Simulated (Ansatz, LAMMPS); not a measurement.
# Zn2+ triflate in diglyme and dimethoxyethane and a fluorinated ether (TTE) at 300 K (108 atoms): support functions against a reference, part 2 of 2

Wanted: errors and times of a linear-scaling basis for Zn2+ triflate in diglyme and dimethoxyethane and a fluorinated ether (TTE) at 300 K (108 atoms). A setting counts as converged where the r.m.s. difference of forces stays under 1 % of the r.m.s. force.

Ansatz 0.2.0; Kohn-Sham DFT, PBE+D4, PAW (set soft_2), plane waves.

The cell: 26 C, 15 O, 42 H, 22 F, 2 S and 1 Zn. The network of contacts between molecules at the start is that of the classical potential that made the cell. The density was typed from a rule of thumb and may lie off the real one at this temperature. Sampling is at Γ alone, for a cell whose shortest periodic width is 11 Å.

So far. Step 13 (Support functions medium, radius 5.29 Å): Forces differ from the reference by 0.39 meV/Å r.m.s., 0.038 % of their size, well within a tolerance of 1 %; the energy by -0.92 meV/atom. It took 34 times the reference's time (shared host, so rough).

## 16. What each setting buys

Each row is set against the run with plane waves at 750 eV (Kohn-Sham DFT, PBE+D4, PAW (set soft_2), plane waves; r.m.s. force component 1.01 eV/Å). Energies are set beside the reference only for runs with its functional, potentials and electron count. Times are for 4 threads of Arm Neoverse V1, shared host.

| run | Δ force, r.m.s. (meV/Å) | share of r.m.s. force (%) | Δ energy (meV/atom) | Δ gap (eV) | cycles | time | host memory (GiB) |
| --- | --- | --- | --- | --- | --- | --- | --- |
| reference | - | - | - | - | 10 | 25 s | 3.2 |
| support functions medium | 0.607 | 0.0599 | -0.916 | -6.0e-4 | 18 | 3.2 min | 4.8 |
| support functions low | 0.703 | 0.0694 | -0.915 | -0.0014 | 16 | 2.7 min | 4.5 |
| support functions high | 0.47 | 0.0464 | -0.976 | 0 | 23 | 17 min | 12 |
| support functions medium, radius 3.42 Å | 0.704 | 0.0695 | -0.916 | -7.0e-4 | 19 | 3.2 min | 4.5 |
| support functions medium, radius 3.7 Å | 0.58 | 0.0573 | -0.916 | -4.0e-4 | 18 | 3.8 min | 5.1 |
| support functions medium, radius 3.95 Å | 0.489 | 0.0483 | -0.916 | -2.0e-4 | 18 | 4.6 min | 5.5 |
| support functions medium, radius 4.23 Å | 0.42 | 0.0415 | -0.916 | 0 | 19 | 5.8 min | 6.1 |
| support functions medium, radius 4.76 Å | 0.392 | 0.0387 | -0.916 | 2.0e-4 | 19 | 9.1 min | 7.5 |
| support functions medium, radius 5.29 Å | 0.386 | 0.0381 | -0.916 | 2.0e-4 | 20 | 14 min | 9.5 |

## 17. The first run in detail

The first run, on the default basis, asked for the full analyses, so its electronic structure is set out here.

Neighbours are counted within 1.34 Å (H-C), 1.85 Å (C-C), 1.62 Å (C-F), 1.73 Å (C-O), 2.21 Å (C-S), 1.88 Å (O-S), 2.48 Å (O-Zn).

Length of the force by element and coordination:

```
element  coordination  atoms  mean length of the force (eV/Å)  spread  least  most
      C           all     26                             2.03    1.03  0.499  4.85
      F           all     22                             1.21   0.616  0.351  2.62
      H           all     42                             1.00   0.523  0.185  2.32
      O           all     15                             2.14    1.07  0.967  4.75
      O             1      4                             1.10   0.122  0.967  1.23
      O             2      7                             2.09   0.614   1.05  3.20
      O             3      4                             3.27    1.13   1.74  4.75
      S           all      2                             2.89   0.386   2.51  3.28
     Zn           all      1                             1.12       0   1.12  1.12
```

Intrinsic-atomic-orbital charges by element and coordination:

| element | coordination | atoms | mean charge (e) | spread | least | most |
| --- | --- | --- | --- | --- | --- | --- |
| C | all | 26 | 0.0674 | 0.367 | -0.357 | 0.705 |
| F | all | 22 | -0.278 | 0.0179 | -0.321 | -0.236 |
| H | all | 42 | 0.184 | 0.0244 | 0.130 | 0.234 |
| O | all | 15 | -0.628 | 0.268 | -0.991 | -0.380 |
| O | 1 | 4 | -0.937 | 0.0023 | -0.941 | -0.935 |
| O | 2 | 7 | -0.561 | 0.271 | -0.991 | -0.380 |
| O | 3 | 4 | -0.437 | 0.0103 | -0.452 | -0.425 |
| S | all | 2 | 2.25 | 6.0e-4 | 2.25 | 2.25 |
| Zn | all | 1 | 1.56 | 0 | 1.56 | 1.56 |

Density of states as counts of states in windows of 1 eV (from the Fermi level), total and the larger projections:

| from (eV) | to (eV) | total | F p | C p | O p | H s | C s |
| --- | --- | --- | --- | --- | --- | --- | --- |
| -18 | -15 | 0.0 | 0.0 | 0.0 | 0.0 | 0.0 | 0.0 |
| -15 | -14 | 8.0 | 0.5 | 1.1 | 1.0 | 0.9 | 3.7 |
| -14 | -13 | 6.0 | 0.7 | 1.0 | 0.4 | 0.5 | 2.5 |
| -13 | -12 | 12.0 | 1.8 | 1.2 | 1.2 | 1.6 | 4.0 |
| -12 | -11 | 9.0 | 0.6 | 0.9 | 1.4 | 2.0 | 3.2 |
| -11 | -10 | 17.0 | 4.9 | 2.5 | 1.6 | 1.8 | 2.8 |
| -10 | -9 | 14.2 | 6.9 | 3.5 | 0.7 | 0.9 | 0.8 |
| -9 | -8 | 28.1 | 12.0 | 8.0 | 2.9 | 1.6 | 0.8 |
| -8 | -7 | 22.0 | 7.5 | 6.9 | 3.7 | 1.9 | 0.4 |
| -7 | -6 | 30.9 | 4.8 | 10.4 | 8.5 | 3.8 | 0.4 |
| -6 | -5 | 39.9 | 20.9 | 6.7 | 6.3 | 2.9 | 0.3 |
| -5 | -4 | 60.9 | 38.6 | 8.3 | 3.8 | 4.1 | 0.4 |
| -4 | -3 | 33.3 | 13.3 | 7.6 | 6.2 | 4.3 | 0.4 |
| -3 | -2 | 20.1 | 2.7 | 4.2 | 9.2 | 2.3 | 0.2 |
| -2 | -1 | 26.8 | 2.0 | 3.6 | 15.7 | 2.8 | 0.2 |
| -1 | 0 | 10.7 | 0.1 | 0.7 | 8.1 | 1.2 | 0.0 |
| 0 | 1 | 1.2 | 0.0 | 0.1 | 0.8 | 0.2 | 0.0 |
| 1 | 4 | 0.0 | 0.0 | 0.0 | 0.0 | 0.0 | 0.0 |
| 4 | 5 | 6.1 | 0.8 | 2.3 | 0.1 | 0.9 | 0.4 |

With fixed occupations the program's Fermi level is the highest filled level; weight inside the gap is the broadening of levels at its edges.

Between -26 and -18 eV lie 59 more states.

About 16 of the 414 electrons lie in deeper levels, below the stored range.

Not all projections were asked for or kept, so they needn't add up to the total.

The levels nearest the highest filled one (over half full), pooled over k-points and spins:

```csv
level less the highest filled one (eV),occupation
-0.941,2
-0.678,2
-0.577,2
-0.360,2
-0.260,2
0,2
4.51,0
4.73,0
4.84,0
5.09,0
5.13,0
5.19,0
```

Valence density in the bc plane at fractional x = 0.505, with atoms of F and H and C and O and S and Zn within 0.2 Å of it. It is the smooth field of the valence electrons, not physical close to the nuclei.

Values in e/Å³, 13 rows by 16 columns, each cell a mean:
```
 0  0  2  1  0  0  0  0  0  0  0  0  0  0  0  0
 0  0  0  0  0  0  0  0  0  0  0  0  0  0  0  0
 0  0  0  0  0  0  0  0  0  0  0  0  0  1  2  0
 0  0  0  0  1  1  0  0  0  0  0  0  0  3  3  0
 0  0  0  0  4  6  0  0  0  1  4  1  1  1  1  0
 0  0  0  0  1  2  1  0  0  1  5  2  1  1  1  1
 0  0  1  1  1  1  1  0  0  0  0  0  1  0  0  0
 0  0  1  1  1  0  0  0  0  0  0  1  2  1  0  0
 0  0  1  4  3  0  0  0  0  0  0  0  0  0  0  0
 0  0  0  2  1  0  0  0  0  0  0  0  0  0  0  0
 1  0  5 11  1  0  0  1  1  0  0  0  0  1  2  1
 0  0  1  3  0  0  0  3  4  0  0  0  0  0  1  1
 0  0  2  1  0  0  0  1  1  0  0  0  0  0  0  0
```
Columns run along b (11.0 Å), rows up along c (11.0 Å). Atoms in or near the plane, at fractional coordinates: F at (0.65, 0.60), H at (0.95, 0.58), C at (0.92, 0.16), O at (0.24, 0.32), S at (0.19, 0.45), C at (0.34, 0.54), F at (0.31, 0.66), O at (0.50, 0.11), Zn at (0.19, 0.17).

ELF in the bc plane at fractional x = 0.505, with atoms of F and H and C and O and S and Zn within 0.2 Å of it. It is the smooth field of the valence electrons, not physical close to the nuclei.

Ten even steps from '0' (0.00 × 1e-1) to '9' (9.94 × 1e-1), each cell a mean:
```
0025777510000001110000000256520
0001354200000000000000000000000
0000123210000000000000000000000
0000135420000000000000001233210
0000034300000000000000014677641
0000000001221000000000015887863
0000000257764200001231002677741
0000002687786200013675101355421
5000001576673000026887436754788
7000000136752000027766658977999
3000122356234210015876446755899
0001344798434210001221255211364
0012421688532110044201577620000
0013421453100000499833688862000
0002457764100000589742478861000
0000367478510000023453113310012
0000377678610000001587300000011
0000135664100000000377201564211
1110100110000122100011006998643
4321100010001356653000016898425
5531100011101576786300002466335
2311111100001575687410001479973
0014665310001478876300002799982
0037867620000246653100002799971
```
Columns run along b (11.0 Å), rows up along c (11.0 Å). Atoms in or near the plane, at fractional coordinates: F at (0.65, 0.60), H at (0.95, 0.58), C at (0.92, 0.16), O at (0.24, 0.32), S at (0.19, 0.45), C at (0.34, 0.54), F at (0.31, 0.66), O at (0.50, 0.11), Zn at (0.19, 0.17).

Mean intrinsic-atomic-orbital charges: C +0.07, F -0.28, H +0.18, O -0.63, S +2.25, Zn +1.56 e.

## 18. Distances and neighbours

These statistics describe the geometry on which the runs were made.

Density 1.41 g/cm³, 12.49 Å³ an atom.

g(r), total and by pair (bins of 0.2 Å):

```csv
r (Å),total,H-H,H-C,H-F,H-O,H-S,H-Zn
1.00,1.94,0.00,10.35,0.00,0.00,0.00,0.00
1.20,1.29,0.00,6.90,0.00,0.00,0.00,0.00
1.40,2.28,0.00,0.00,0.00,0.00,0.00,0.00
1.60,0.40,0.90,0.00,0.00,0.00,0.00,0.00
1.80,0.88,4.43,0.00,0.00,0.24,0.00,0.00
2.00,0.82,0.16,0.35,1.40,4.49,0.00,0.00
2.20,1.29,0.75,1.98,0.71,2.98,0.00,0.00
2.40,1.21,1.67,0.61,0.70,0.29,0.00,0.00
2.60,1.31,1.27,1.52,1.48,1.75,0.00,0.00
2.80,0.85,0.98,0.75,0.75,1.43,0.00,0.00
3.00,0.71,0.75,0.28,0.44,0.68,1.38,1.40
3.20,0.73,0.79,0.71,0.50,0.92,0.00,7.42
3.40,0.85,0.84,0.89,1.09,0.66,2.23,0.00
3.60,0.98,1.17,0.98,0.95,0.64,1.00,3.95
3.80,1.02,0.88,1.25,1.00,0.89,0.90,7.12
4.00,0.94,1.33,0.98,0.76,1.06,1.19,0.81
4.20,0.97,0.83,0.81,0.99,1.06,0.71,0.00
4.40,1.13,1.35,1.33,0.69,1.98,0.99,0.00
4.60,1.02,1.36,1.16,0.98,0.73,1.19,0.58
4.80,0.97,0.98,1.17,0.81,1.15,1.68,0.00
5.00,1.02,0.73,1.18,0.81,0.92,2.07,0.52
5.20,1.00,0.92,0.82,1.26,0.92,0.95,0.49
5.40,0.96,0.90,1.09,1.04,0.79,1.10,1.34
```

Bonds by pair of elements; cutoffs follow the first minimum of g(r), held within bounds set by covalent radii, and pairs that aren't listed don't count as bonded:

```
pair A-B  cutoff (Å)  bonds  mean length (Å)  spread (Å)  shortest (Å)  B about A  A about B
     H-C        1.34     42             1.09       0.029          1.04          1       1.61
     C-C        1.85     10             1.54       0.044          1.47      0.769      0.769
     C-F        1.62     22             1.37        0.03          1.31      0.846          1
     C-O        1.73     18             1.43       0.032          1.39      0.692        1.2
     C-S        2.21      2             1.85        0.02          1.83      0.077          1
     O-S        1.88      6             1.46       0.011          1.44        0.4          3
    O-Zn        2.48      6             1.89       0.079          1.82        0.4          6
```

How many atoms have how many bonded neighbours:

```csv
element,mean,1,2,3,4,6
C,4,0,0,0,26,0
F,1,22,0,0,0,0
H,1,42,0,0,0,0
O,2,4,7,4,0,0
S,4,0,0,0,2,0
Zn,6,0,0,0,0,1
```

Rings of the network by King's shortest-path rule, up to 12 atoms, one path for each pair of neighbours; H, halogens, alkali and alkaline-earth atoms are left out, and the last column divides by all other atoms, bonded or not:

```csv
ring size (atoms),rings,per network atom
5,2,0.045
```

Counting bonds as in the table, all C atoms have 4, all F atoms have 1, all H atoms have 1 and 47 % of O atoms have 2 bonded neighbours. All rings counted have 5 atoms.

Local excerpt of 11 atoms (numbers count through the whole input) about C27, which bears the longest force; x, y, z are measured from there.

```
atom      x      y      z  distance (Å)  bonds  intrinsic-atomic-orbital charge (e)     Fx     Fy  Fz (eV/Å)
 C27   0.00   0.00   0.00          0.00      4                                 0.70  -1.81  -4.41       0.91
 F28   0.58  -0.80  -0.90          1.34      1                                -0.28   1.89  -0.07      -1.62
 F29   0.75  -0.13   1.14          1.37      1                                -0.28   0.69   1.62      -0.04
 O30  -1.21  -0.66   0.24          1.40      2                                -0.38  -0.45   0.94      -0.09
 C25  -0.13   1.34  -0.58          1.47      4                                 0.37  -1.66   2.45      -0.05
 H38   0.85   1.84  -0.61          2.11      1                                 0.23   0.19  -0.07      -0.97
 C31  -0.91  -1.93   0.88          2.30      4                                -0.19  -1.01  -0.16       0.43
 F26  -0.86   2.13   0.32          2.32      1                                -0.30   0.22  -0.30      -0.44
 F24  -0.87   1.31  -1.79          2.39      1                                -0.28   1.55  -0.02       1.65
 H39  -0.58  -1.60   1.84          2.50      1                                 0.21   0.22  -0.82       1.18
 H40  -0.17  -2.49   0.35          2.52      1                                 0.20   0.88  -0.17      -0.38
```

The column of bonds counts only the pairs H-C within 1.34 Å, C-C within 1.85 Å, C-F within 1.62 Å, C-O within 1.73 Å, C-S within 2.21 Å, O-S within 1.88 Å, O-Zn within 2.48 Å; other neighbours, such as metal atoms beside each other in a compound, aren't counted, and periodic images can show an atom twice.

## 19. What came out

```yaml
free_energy_per_atom: -357.3239 eV/atom
pressure: 2.152 GPa
r_m_s_force_component: 1.013 eV/Å
spacing_of_highest_filled_and_lowest_empty_level: 4.514 eV
wall_time_of_the_11_dft_runs: 64 min
```

In words: Against plane waves at 750 eV, the forces differ by 0.61 meV/Å (0.060 %) with support functions medium, and by 0.39 meV/Å in the closest run (support functions medium, radius 5.29 Å). At 108 atoms the fastest of the runs at a preset level, support functions low, takes 6.6 times the time of plane waves, in 16 SCF cycles against 10. Differences between support functions and plane waves include what basis error the plane-wave run still has. As the radius goes from 3.42 to 5.29 Å, the force difference goes from 0.70 to 0.39 meV/Å, and the time from 3.2 min to 14 min.

Between filled and empty levels lie 4.51 eV (at Γ alone); a semilocal functional tends to put such gaps too low. In a disordered cell it changes from sample to sample and from frame to frame. Counting bonds as in the table, all C atoms have 4, all F atoms have 1, all H atoms have 1 and 47 % of O atoms have 2 bonded neighbours.

Caveats: The force components of 1.0 eV/Å r.m.s. come partly from thermal motion and partly from the difference between the classical potential and DFT, above all in bond lengths inside molecules. The pressure of 2.2 GPa is that of one thermal frame, in which the classical model's bond lengths enter as well as the volume, without the kinetic term and with the strain of bonds inside molecules.

[Logs are printed without paths, hosts, clocks, repeated set-up lines and the standing remarks that a program may print on its own settings, such as how far it seeks lower states.]

[Hosts, paths, dates, database ids (printed as entryN), source tags and the programs' standing remarks are cut or masked in the printed files.]
